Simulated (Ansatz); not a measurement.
# TiZnSe3 (model cell, started as cubic perovskite with Ti in the octahedra): following an unstable mode, part 2 of 2

Aim: this structure of TiZnSe3 (model cell, started as cubic perovskite with Ti in the octahedra) is to be tested for unstable modes, and one is followed downhill.

Ansatz 0.2.0; DFT PBE, scalar-relativistic, plane waves, PAW; PAW set soft_1.

So far, highest frequency on the path or at a solved wavevector (cm⁻¹): step 2 (response at finite wavevector) 252. Also lowest frequency on the path (cm⁻¹): step 2 -144.

The structure was built from a prototype and need not be the compound's stable phase.

**6. Relaxing from the distorted cell**

Starting from the lowest point found, all atoms and the cell are let go, so that strain and other modes of the same symmetry can join in.

input.yaml

```yaml
crystal:
  lattice:
    - [4.9563954824, 0.0, 0.0]
    - [0.0, 4.9563954824, 0.0]
    - [0.0, 0.0, 4.9563954824]
  atoms:
    - { symbol: Zn, position: [-0.0061355141, 0.0061355141, 0.0061355141] }
    - { symbol: Ti, position: [0.4743730984, 0.5256269016, 0.5256269016] }
    - { symbol: Se, position: [0.5103886166, 0.4896113834, 0.0001643143] }
    - { symbol: Se, position: [0.5103886166, 0.0001643143, 0.4896113834] }
    - { symbol: Se, position: [-0.0001643143, 0.4896113834, 0.4896113834] }
kpoints:
  mp_grid: { grid: [8, 8, 8] }
hamiltonian:
  xc: pbe
  pseudopotentials: { kind: paw, azcp: { folder: soft_1 } }
scf:
  occupations: { method: methfessel_paxton, width: 0.2 }
output:
  forces: true
  stress: true
  eigenvalues: true
relax:
  adjacent_minimum: "off"
  f_tol: 0.002
  max_steps: 120
  cell: { stress_tol: 0.03 }
```

On the command line:

```
$ ansatz run input.yaml --threads 4 --pin off --max-ram 16384MiB --backend cpu --events-out ev --progress --plain --runs-dir out
```

Numbers of over 12 decimals in the logs are rounded to 6 here.

What it wrote:

```text
[...]
Crystal: 5 atoms, lattice volume = 121.758 Å³
Basis set: ecut = 420 eV, 2373 PW (Γ), exchange–correlation on 72×72×72 points (8 copies of the dense FFT grid, shifted against one another)
Bands: 44, of which v1, the nominal top of the filled ones, is band 36 counted from 1 (35 counted from 0)
Symmetry: 6 space group operations
[...]
k-points: 65 of 512 (time reversal used)
[...]
SCF iter   1: F=—  HF=-22232.367366 eV  |F-HF|=—  |Δ(HF+E_count)|=         —  Δρ=1.80e-1  dr2=7.61e1  ethr=3.10e-3  ⟨swp⟩=5.9  Hψ=10162  notcnv=0
[...]
SCF iter  10: F=-22227.191269 eV  HF=-22227.191269 eV  |F-HF|=4.49e-8  |Δ(HF+E_count)|=   2.36e-8  S|Δr|=    0.00e0  Δρ=5.92e-6  dr2=4.99e-8  ethr=1.39e-10  ⟨swp⟩=10.1  Hψ=13358  notcnv=0
SCF 1 converged in 10 iterations: F = -22227.191269 eV  dr2 = 4.99e-8
[...]
relax step   1: F+E_penalty+E_count = -22227.19126939 eV  Δ(F+E_penalty+E_count) = +0.000e0 eV  max|allowed force component| = 3.551e-1 eV/Å  Δτ_max = 0.0000 Å  P = +0.494 GPa  Ω = 121.758 Å³  (10 SCF iters, dr2 threshold 1.00e-7 eV, accepted)
Crystal: 5 atoms, lattice volume = 121.013 Å³
[...]
SCF iter   7: F=-22227.240571 eV  HF=-22227.240571 eV  |F-HF|=1.07e-8  |Δ(HF+E_count)|=   2.12e-9  S|Δr|=    0.00e0  Δρ=9.66e-6  dr2=7.82e-8  ethr=6.94e-10  ⟨swp⟩=5.2  Hψ=11132  notcnv=0
SCF 2 converged in 7 iterations: F = -22227.240571 eV  dr2 = 7.82e-8
[...]
relax step   2: F+E_penalty+E_count = -22227.24057071 eV  Δ(F+E_penalty+E_count) = -4.930e-2 eV  max|allowed force component| = 1.759e-1 eV/Å  Δτ_max = 0.0767 Å  P = +0.037 GPa  Ω = 121.013 Å³  energy of the carried Pulay correction = +1.468e-4 eV  (7 SCF iters, dr2 threshold 5.00e-7 eV, accepted)
Crystal: 5 atoms, lattice volume = 120.973 Å³
Basis set: ecut = 420 eV, 2355 PW (Γ), exchange–correlation on 72×72×72 points (8 copies of the dense FFT grid, shifted against one another)
[...]
SCF iter   8: F=-22227.347199 eV  HF=-22227.347199 eV  |F-HF|=1.26e-8  |Δ(HF+E_count)|=   2.55e-7  S|Δr|=    0.00e0  Δρ=1.38e-5  dr2=1.85e-7  ethr=6.94e-10  ⟨swp⟩=8.1  Hψ=14302  notcnv=0
SCF 3 converged in 8 iterations: F = -22227.347199 eV  dr2 = 1.85e-7
relax step   3: F+E_penalty+E_count = -22227.34719938 eV  Δ(F+E_penalty+E_count) = -1.066e-1 eV  max|allowed force component| = 3.166e-1 eV/Å  Δτ_max = 0.1951 Å  P = +0.097 GPa  Ω = 120.973 Å³  energy of the carried Pulay correction = +1.548e-4 eV  (8 SCF iters, dr2 threshold 5.00e-7 eV, accepted)
[... from here on, the SCF cycles and remarks between the steps are left out ...]
relax step   4: F+E_penalty+E_count = -22227.50635880 eV  Δ(F+E_penalty+E_count) = -1.592e-1 eV  max|allowed force component| = 4.008e-1 eV/Å  Δτ_max = 0.1957 Å  P = +0.459 GPa  Ω = 121.517 Å³  energy of the carried Pulay correction = +4.736e-5 eV  (8 SCF iters, dr2 threshold 5.00e-7 eV, accepted)
relax step   5: F+E_penalty+E_count = -22227.70209813 eV  Δ(F+E_penalty+E_count) = -1.957e-1 eV  max|allowed force component| = 4.480e-1 eV/Å  Δτ_max = 0.1947 Å  P = +1.145 GPa  Ω = 122.647 Å³  energy of the carried Pulay correction = -1.731e-4 eV  (8 SCF iters, dr2 threshold 5.00e-7 eV, accepted)
relax step   6: F+E_penalty+E_count = -22227.88275694 eV  Δ(F+E_penalty+E_count) = -1.807e-1 eV  max|allowed force component| = 3.122e-1 eV/Å  Δτ_max = 0.1942 Å  P = +1.940 GPa  Ω = 124.626 Å³  energy of the carried Pulay correction = -5.512e-4 eV  (8 SCF iters, dr2 threshold 5.00e-7 eV, accepted)
relax step   7: F+E_penalty+E_count = -22228.07844493 eV  Δ(F+E_penalty+E_count) = -1.957e-1 eV  max|allowed force component| = 1.832e-1 eV/Å  Δτ_max = 0.1983 Å  P = +1.350 GPa  Ω = 130.694 Å³  energy of the carried Pulay correction = -1.650e-3 eV  (9 SCF iters, dr2 threshold 5.00e-7 eV, accepted)
relax step   8: F+E_penalty+E_count = -22228.20309013 eV  Δ(F+E_penalty+E_count) = -1.246e-1 eV  max|allowed force component| = 7.763e-2 eV/Å  Δτ_max = 0.1930 Å  P = +0.675 GPa  Ω = 137.421 Å³  energy of the carried Pulay correction = -2.774e-3 eV  (10 SCF iters, dr2 threshold 5.00e-7 eV, accepted)
relax step   9: F+E_penalty+E_count = -22228.23628752 eV  Δ(F+E_penalty+E_count) = -3.320e-2 eV  max|allowed force component| = 7.599e-2 eV/Å  Δτ_max = 0.0901 Å  P = -0.420 GPa  Ω = 143.676 Å³  energy of the carried Pulay correction = -3.739e-3 eV  (10 SCF iters, dr2 threshold 5.00e-7 eV, accepted)
relax step  10: F+E_penalty+E_count = -22228.23645018 eV  Δ(F+E_penalty+E_count) = -1.627e-4 eV  max|allowed force component| = 9.644e-2 eV/Å  Δτ_max = 0.0119 Å  P = +0.221 GPa  Ω = 142.542 Å³  energy of the carried Pulay correction = -3.569e-3 eV  (7 SCF iters, dr2 threshold 5.00e-7 eV, rejected (line search))
relax step  11: F+E_penalty+E_count = -22228.23830914 eV  Δ(F+E_penalty+E_count) = -2.022e-3 eV  max|allowed force component| = 7.640e-3 eV/Å  Δτ_max = 0.0061 Å  P = -0.158 GPa  Ω = 142.972 Å³  energy of the carried Pulay correction = -3.634e-3 eV  (11 SCF iters, accepted)
relax step  12: F+E_penalty+E_count = -22228.23857565 eV  Δ(F+E_penalty+E_count) = -2.665e-4 eV  max|allowed force component| = 1.818e-2 eV/Å  Δτ_max = 0.0071 Å  P = +0.053 GPa  Ω = 142.097 Å³  energy of the carried Pulay correction = -3.502e-3 eV  (6 SCF iters, dr2 threshold 7.99e-8 eV, accepted)
relax step  13: F+E_penalty+E_count = -22228.23869492 eV  Δ(F+E_penalty+E_count) = -1.193e-4 eV  max|allowed force component| = 2.373e-4 eV/Å  Δτ_max = 0.0043 Å  P = +0.001 GPa  Ω = 142.334 Å³  energy of the carried Pulay correction = -3.538e-3 eV  (6 SCF iters, dr2 threshold 2.07e-8 eV, accepted)
[...]
SCF iter  10: F=-22228.242081 eV  HF=-22228.242081 eV  |F-HF|=0.00e0  |Δ(HF+E_count)|=  7.28e-11  S|Δr|=    0.00e0  Δρ=4.31e-8  dr2=3.43e-12  ethr=1.00e-12  ⟨swp⟩=6.4  Hψ=13138  notcnv=0
SCF 14 converged in 10 iterations: F = -22228.242081 eV  dr2 = 3.43e-12
relax step  14: F+E_penalty+E_count = -22228.24208085 eV  Δ(F+E_penalty+E_count) = -3.386e-3 eV  max|allowed force component| = 5.093e-4 eV/Å  Δτ_max = 0.0000 Å  P = +0.008 GPa  Ω = 142.334 Å³  stress off target by 2.42e-2 GPa  SCF on the basis re-selected at this cell (its energy is not comparable with the rows above)  (10 SCF iters)
basis re-selected at this cell: Δ(F+E_penalty+E_count) = -3.386e-3 eV, ΔP = +0.007 GPa vs the last step (what re-selecting the basis moved, of the pressure what is left beyond the Pulay correction that the steps carried, after the strain that the cell walked since its last selection, with what the two solves' SCF thresholds leave and, on support functions, any second-order correction that the steps lacked; it is no m [...]
SCF converged after 10 iterations
[...]
Free energy (F): -22228.242081 eV
[...]
Internal energy: -22228.249337 eV  (E = F + TS)
E sigma→0 (E₀):  -22228.243895 eV
Entropy (-TS):   0.007257 eV (1.451 meV/atom)
Fermi energy:    5.524575 eV
[...]
--- Forces (eV/Å), atoms counted from 1 ---
  atom   1  Zn     0.00050929    -0.00050929    -0.00050929
  atom   2  Ti    -0.00028883     0.00028883     0.00028883
  atom   3  Se    -0.00020119     0.00020119    -0.00018165
  atom   4  Se    -0.00020119    -0.00018165     0.00020119
  atom   5  Se     0.00018165     0.00020119     0.00020119
  max |Σ_I F_I| component: 2.74e-7 eV/Å
--- Stress (GPa, compression-positive) ---
        0.008082      -0.008035      -0.008035
       -0.008035       0.008082       0.008035
       -0.008035       0.008035       0.008082
  P = ⅓ Tr σ = 0.0081 GPa (0.081 kbar)
--- Band table (eV; the first three rows and the last of 65) ---
  k-point 0: bands = [... 32 lower, 3.7991, 4.4687, 4.4687, 4.8094, 5.5167, 5.9755, 5.9755, 6.6369, ... 4 higher]
  k-point 1: bands = [... 32 lower, 3.7050, 4.3091, 4.3347, 4.7739, 5.5720, 5.9254, 6.1372, 6.6749, ... 4 higher]
  k-point 2: bands = [... 32 lower, 3.4099, 3.9581, 4.1821, 4.7361, 5.7899, 5.9866, 6.4287, 6.8626, ... 4 higher]
  k-point 64: bands = [... 32 lower, 2.4487, 5.2876, 5.2876, 5.3669, 5.7804, 6.6329, 6.6329, 7.3293, ... 4 higher]
--- Relaxed structure (13 steps of the walk, 12 accepted, 1 SCFs on fresh bases) ---
  F+E_penalty+E_count = -22228.24208085 eV   max|allowed force component| = 5.093e-4 eV/Å   (the final SCF, on the basis selected at the relaxed cell)
  cell:  # Å, volume = 142.3339 Å³
    - [5.222810, -0.092531, -0.092531]
    - [-0.092531, 5.222810, 0.092531]
    - [-0.092531, 0.092531, 5.222810]
  atoms:
    - { symbol: Zn, position: [-0.156094, 0.156094, 0.156094] }
    - { symbol: Ti, position: [0.506268, 0.493732, 0.493732] }
    - { symbol: Se, position: [0.547340, 0.452660, -0.043997] }
    - { symbol: Se, position: [0.547340, -0.043997, 0.452660] }
    - { symbol: Se, position: [0.043997, 0.452660, 0.452660] }
```

The job ended after 3.1 min (4 threads of Arm Neoverse V1, shared host; peak memory 0.68 GiB; 12 min of CPU time).

Step by step:

```csv
step,energy less that of the first step (eV),largest force component (eV/Å),pressure (GPa),volume (Å³)
1,0.0000,0.3551,0.49,121.76
2,-0.0493,0.1759,0.04,121.01
3,-0.1559,0.3166,0.10,120.97
4,-0.3151,0.4008,0.46,121.52
5,-0.5108,0.4480,1.14,122.65
6,-0.6915,0.3122,1.94,124.63
7,-0.8872,0.1832,1.35,130.69
8,-1.0118,0.0776,0.68,137.42
9,-1.0450,0.0760,-0.42,143.68
10,-1.0452,0.0964,0.22,142.54
11,-1.0470,0.0076,-0.16,142.97
12,-1.0473,0.0182,0.05,142.10
13,-1.0474,0.0002,0.00,142.33
14*,-1.0508,0.0005,0.01,142.33
```

Relaxation steps marked * repeat the geometry before them on a plane-wave basis chosen anew for their cell, so energy and pressure can jump there. Relaxation step 10 was tried and not accepted.

Forces are held to the 6 operations that the run works with; a distortion that breaks them can't arise in this run.

| conventional cell, symmetrised | before | after | change |
| --- | --- | --- | --- |
| a (Å) | 7.009 | 7.255 | +3.5 % |
| b (Å) | 7.009 | 7.255 | +3.5 % |
| c (Å) | 8.585 | 9.367 | +9.1 % |
| volume (Å³/atom) | 24.35 | 28.47 | +16.9 % |

The atoms that moved most (Å, as changes of fractional coordinates times the final cell):

```csv
atom,dx,dy,dz,length
Zn1,-0.811,0.811,0.811,1.405
Se4,0.200,-0.237,-0.200,0.370
Se3,0.200,-0.200,-0.237,0.370
Se5,0.237,-0.200,-0.200,0.370
Ti2,0.172,-0.172,-0.172,0.299
```

Numbers from this step:

| Quantity | Value |
| --- | --- |
| pressure | 0.008082 GPa |
| volume per atom | 28.47 Å³ |

The distorted start has space group R3m; the relaxation ends in R3m.

**7. The new phase in its own primitive cell**

The relaxed structure is symmetrised, reduced to its primitive cell and relaxed tightly, as its phonons need.

input.yaml, the sections that differ from step 6:

```yaml
crystal:
  lattice:
    - [3.6276554116, 2.0944278284, 3.1222361274]
    - [-3.6276554116, 2.0944278284, 3.1222361274]
    - [0.0, -4.1888556568, 3.1222361274]
  atoms:
    - { symbol: Zn, position: [0.8439055514, 0.8439055514, 0.8439055514] }
    - { symbol: Ti, position: [0.5062676604, 0.5062676604, 0.5062676604] }
    - { symbol: Se, position: [0.5473401289, 0.0439970336, 0.5473401289] }
    - { symbol: Se, position: [0.0439970336, 0.5473401289, 0.5473401289] }
    - { symbol: Se, position: [0.5473401289, 0.5473401289, 0.0439970336] }
kpoints:
  mp_grid: { grid: [9, 9, 9] }
relax:
  adjacent_minimum: "off"
  f_tol: 0.001
  max_steps: 60
  cell: { stress_tol: 0.01 }
# hamiltonian, scf, output: as in step 6
```

What it wrote:

```text
[...]
Crystal: 5 atoms, lattice volume = 142.334 Å³
Basis set: ecut = 420 eV, 2771 PW (Γ), exchange–correlation on 72×72×72 points (8 copies of the dense FFT grid, shifted against one another)
Bands: 44, of which v1, the nominal top of the filled ones, is band 36 counted from 1 (35 counted from 0)
Symmetry: 6 space group operations
[...]
k-points: 85 of 729 (time reversal used)
[...]
cell:  # Å, volume = 142.4119 Å³
    - [3.627234, 2.094184, 3.124674]
    - [-3.627234, 2.094184, 3.124674]
    - [0, -4.188369, 3.124674]
  atoms:
    - { symbol: Zn, position: [0.843828, 0.843828, 0.843828] }
    - { symbol: Ti, position: [0.506278, 0.506278, 0.506278] }
    - { symbol: Se, position: [0.547340, 0.044063, 0.547340] }
    - { symbol: Se, position: [0.044063, 0.547340, 0.547340] }
    - { symbol: Se, position: [0.547340, 0.547340, 0.044063] }
[key lines of the parts left out:]
SCF converged after 8 iterations
Free energy (F): -22228.241710 eV
Fermi energy:    5.518983 eV
P = ⅓ Tr σ = -0.0002 GPa (-0.002 kbar)
```

Run time: 74 s. Hardware: 4 threads; peak memory 0.74 GiB; 4.9 min of CPU time.

Little changed from the start: no atom moved by 0.005 Å and no cell edge by 0.1 %.

Numbers from this step:

| Item | Value |
| --- | --- |
| pressure | -2.18e-4 GPa |
| volume per atom | 28.48 Å³ |

The largest force component left is 0.48 meV/Å and the pressure is 0.000 GPa, within the tolerances set. The cell now holds 28.48 Å³/atom.

**8. Modes of the new phase, k-mesh 9×9×9**

A relaxed structure may still be a saddle point, so its zone-centre modes are computed. No field response is asked, since the mesh shows no gap.

input.yaml, the sections that differ from step 7:

```yaml
crystal:
  lattice:
    - [3.6272338301, 2.0941844282, 3.1246735327]
    - [-3.6272338301, 2.0941844282, 3.1246735327]
    - [0.0, -4.1883688564, 3.1246735327]
  atoms:
    - { symbol: Zn, position: [0.8438283642, 0.8438283642, 0.8438283642] }
    - { symbol: Ti, position: [0.5062782499, 0.5062782499, 0.5062782499] }
    - { symbol: Se, position: [0.5473402815, 0.0440633262, 0.5473402815] }
    - { symbol: Se, position: [0.0440633262, 0.5473402815, 0.5473402815] }
    - { symbol: Se, position: [0.5473402815, 0.5473402815, 0.0440633262] }
output:
  eigenvalues: true
phonons:
  method: dfpt
# kpoints, hamiltonian, scf: as in step 7
# relax: removed
```

What it wrote:

```text
[...]
Crystal: 5 atoms, lattice volume = 142.412 Å³
Basis set: ecut = 420 eV, 2783 PW (Γ), exchange–correlation on 72×72×72 points (8 copies of the dense FFT grid, shifted against one another)
Bands: 44, of which v1, the nominal top of the filled ones, is band 36 counted from 1 (35 counted from 0)
Symmetry: 6 space group operations
k-points: 365 of 729 (irreducible under 1 space group operation, time reversal used)
[...]
SCF iter   1: F=—  HF=-22232.379447 eV  |F-HF|=—  |Δ(HF+E_count)|=         —  Δρ=1.63e-1  dr2=7.51e1  ethr=3.10e-3  ⟨swp⟩=6.2  Hψ=59648  notcnv=0
[...]
SCF iter  15: F=-22228.241710 eV  HF=-22228.241710 eV  |F-HF|=0.00e0  |Δ(HF+E_count)|=  3.64e-11  S|Δr|=    0.00e0  Δρ=5.72e-8  dr2=3.65e-12  ethr=1.00e-12  ⟨swp⟩=12.2  Hψ=90690  notcnv=0
SCF 1 converged in 15 iterations: F = -22228.241710 eV  dr2 = 3.65e-12
[...]
DFPT response loops at Γ: preconditioner auto → none (partly filled bands, converged f_vac=0.201); β = 0.50; Broyden in place of MSR1
SCF converged after 15 iterations
[...]
Free energy (F): -22228.241710 eV
[...]
Internal energy: -22228.248025 eV  (E = F + TS)
E sigma→0 (E₀):  -22228.243289 eV
Entropy (-TS):   0.006315 eV (1.263 meV/atom)
Fermi energy:    5.518983 eV
[...]
--- Band table (eV; the first three rows and the last of 365) ---
  k-point 0: bands = [... 32 lower, 3.7904, 4.4622, 4.4622, 4.8068, 5.5116, 5.9696, 5.9696, 6.6299, ... 4 higher]
  k-point 1: bands = [... 32 lower, 3.7199, 4.3349, 4.3517, 4.7758, 5.5531, 5.9222, 6.1014, 6.6533, ... 4 higher]
  k-point 2: bands = [... 32 lower, 3.4276, 4.0367, 4.1946, 4.7383, 5.7273, 5.9557, 6.3603, 6.8408, ... 4 higher]
  k-point 364: bands = [... 32 lower, 3.3438, 3.7865, 3.8580, 4.7445, 5.9317, 6.2164, 6.7513, 7.0991, ... 4 higher]
--- Phonons (Γ-DFPT): 6 representative perturbations + reference, on 365 of 729 k-points (Σ response iterations 23) ---
  k mesh reduced under 1 symmetry operation, with k and −k counted as one. Each operation leaves every solved perturbation unchanged. A smaller set is not used because it would not reduce the number of displacements times k-points to solve
  ASR residual: 6.863e-5 → 0.000e0 eV/Å²; symmetrization residual: 1.718e-5 eV/Å²
  ASR residual per site (eV/Å²): 1.33e-5 6.86e-5 1.77e-5 1.77e-5 1.77e-5
[...]
non-analytic LO–TO correction: not included (Born effective charges unavailable; polar crystals: no LO–TO splitting at Γ)
```

Elapsed: 10 min, on 4 threads; peak memory 6.8 GiB.

This step gave:

| Property | Result |
| --- | --- |
| sum-rule residual before enforcement | 6.86e-5 eV/Å² |
| point group | 3m |
| highest optical mode at the zone centre (no LO-TO term) | 262.0 cm⁻¹ |
| lowest optical zone-centre mode | -47.43 cm⁻¹ |

Patterns of degenerate modes are one choice out of their space. Modes at Γ, with each element's share of the kinetic energy (negative means imaginary):

| mode | frequency (cm⁻¹) | symmetry | Zn % | Ti % | Se % |
| --- | --- | --- | --- | --- | --- |
| 1 | -47.4 | E | 9 | 30 | 61 |
| 2 | -47.4 | E | 9 | 30 | 61 |
| 3 | -41.1 | A2 | 0 | 0 | 100 |
| 4 | 0.0 | acoustic | 19 | 14 | 68 |
| 5 | 0.0 | acoustic | 19 | 14 | 68 |
| 6 | 0.0 | acoustic | 19 | 14 | 68 |
| 7 | 51.0 | E | 16 | 24 | 60 |
| 8 | 51.0 | E | 16 | 24 | 60 |
| 9 | 102.8 | A1 | 42 | 25 | 33 |
| 10 | 169.2 | E | 15 | 9 | 76 |
| 11 | 169.2 | E | 15 | 9 | 76 |
| 12 | 186.5 | A1 | 35 | 24 | 41 |
| 13 | 190.7 | E | 41 | 23 | 35 |
| 14 | 190.7 | E | 41 | 23 | 35 |
| 15 | 262.0 | A1 | 4 | 37 | 59 |

Displacements in mode 2 (-47.4 cm⁻¹), the largest set to 1:
```
Zn1 -0.03  0.46  0.00
Ti2  0.07 -1.00  0.00
Se3 -0.20 -0.02 -0.47
Se4  0.17 -0.04 -0.37
Se5  0.01  0.29  0.84
```

Displacements in mode 15 (262.0 cm⁻¹), the largest set to 1:
```
Zn1  0.00  0.00 -0.29
Ti2  0.00  0.00  1.00
Se3  0.48 -0.28 -0.12
Se4 -0.48 -0.28 -0.12
Se5  0.00  0.55 -0.12
```

Before it was imposed, the acoustic sum rule was missed by 6.9e-5 eV/Å². Small misses are needed for a sound result but don't prove that mesh and cutoff are converged. The lowest optical mode is imaginary, 47.4i cm⁻¹, so the energy falls along it.

**9. Results**

```
unstable mode of the parent                                                      : q = (0, 0, 0), 144i cm⁻¹
depth at the lowest point sampled                                                : 10.2 meV/atom
largest atomic shift at that point                                               : 0.22 Å
space group reached (within 0.01 Å)                                              : R3m
energy gained over the parent (first relaxation, on the mesh of the frozen mode) : 220 meV/atom
volume per atom, phase reached                                                   : 28.5 Å³
lowest optical zone-centre mode, phase reached                                   : -47.4 cm⁻¹
highest optical mode at the zone centre (no LO-TO term), phase reached           : 262 cm⁻¹
```

**Reading.** From this start the structure relaxes into R3m, 220 meV/atom below the parent. At the parent's cell the well is 10.18 meV/atom deep on the steps tried, with its lowest point at a shift of 0.22 Å. Relaxing atoms and cell changes the gain by +210.01 meV/atom against the lowest step (energies at zero smearing). Most of the total comes from this relaxation. The frozen pattern makes up only 11 % of the final shifts of the atoms, so other modes or strain give most of the change. The new phase still has an imaginary mode at the zone centre of its cell, so it is a saddle point on the way to a lower structure. Of the 5 patterns followed to their end from this parent, this one ends 294 meV/atom above the lowest, R-3c. Each path keeps the symmetry of its pattern, so a lower phase may lie along a pattern not tried. With no gap, or one that is small against the smearing, the frequencies hang on the k mesh and the smearing, most of all near Kohn anomalies. A semilocal functional can close a gap that the real compound would have, so the metallic treatment may be an artefact of the level. The starting cell was built on a prototype and not taken from a measurement, so the phase need not exist.

[Logs are printed without paths, hosts, clocks, repeated set-up lines and the standing remarks that a program may print on its own settings, such as how far it seeks lower states.]

[Hosts, paths, dates, database ids (printed as entryN), source tags and the programs' standing remarks are cut or masked in the printed files.]
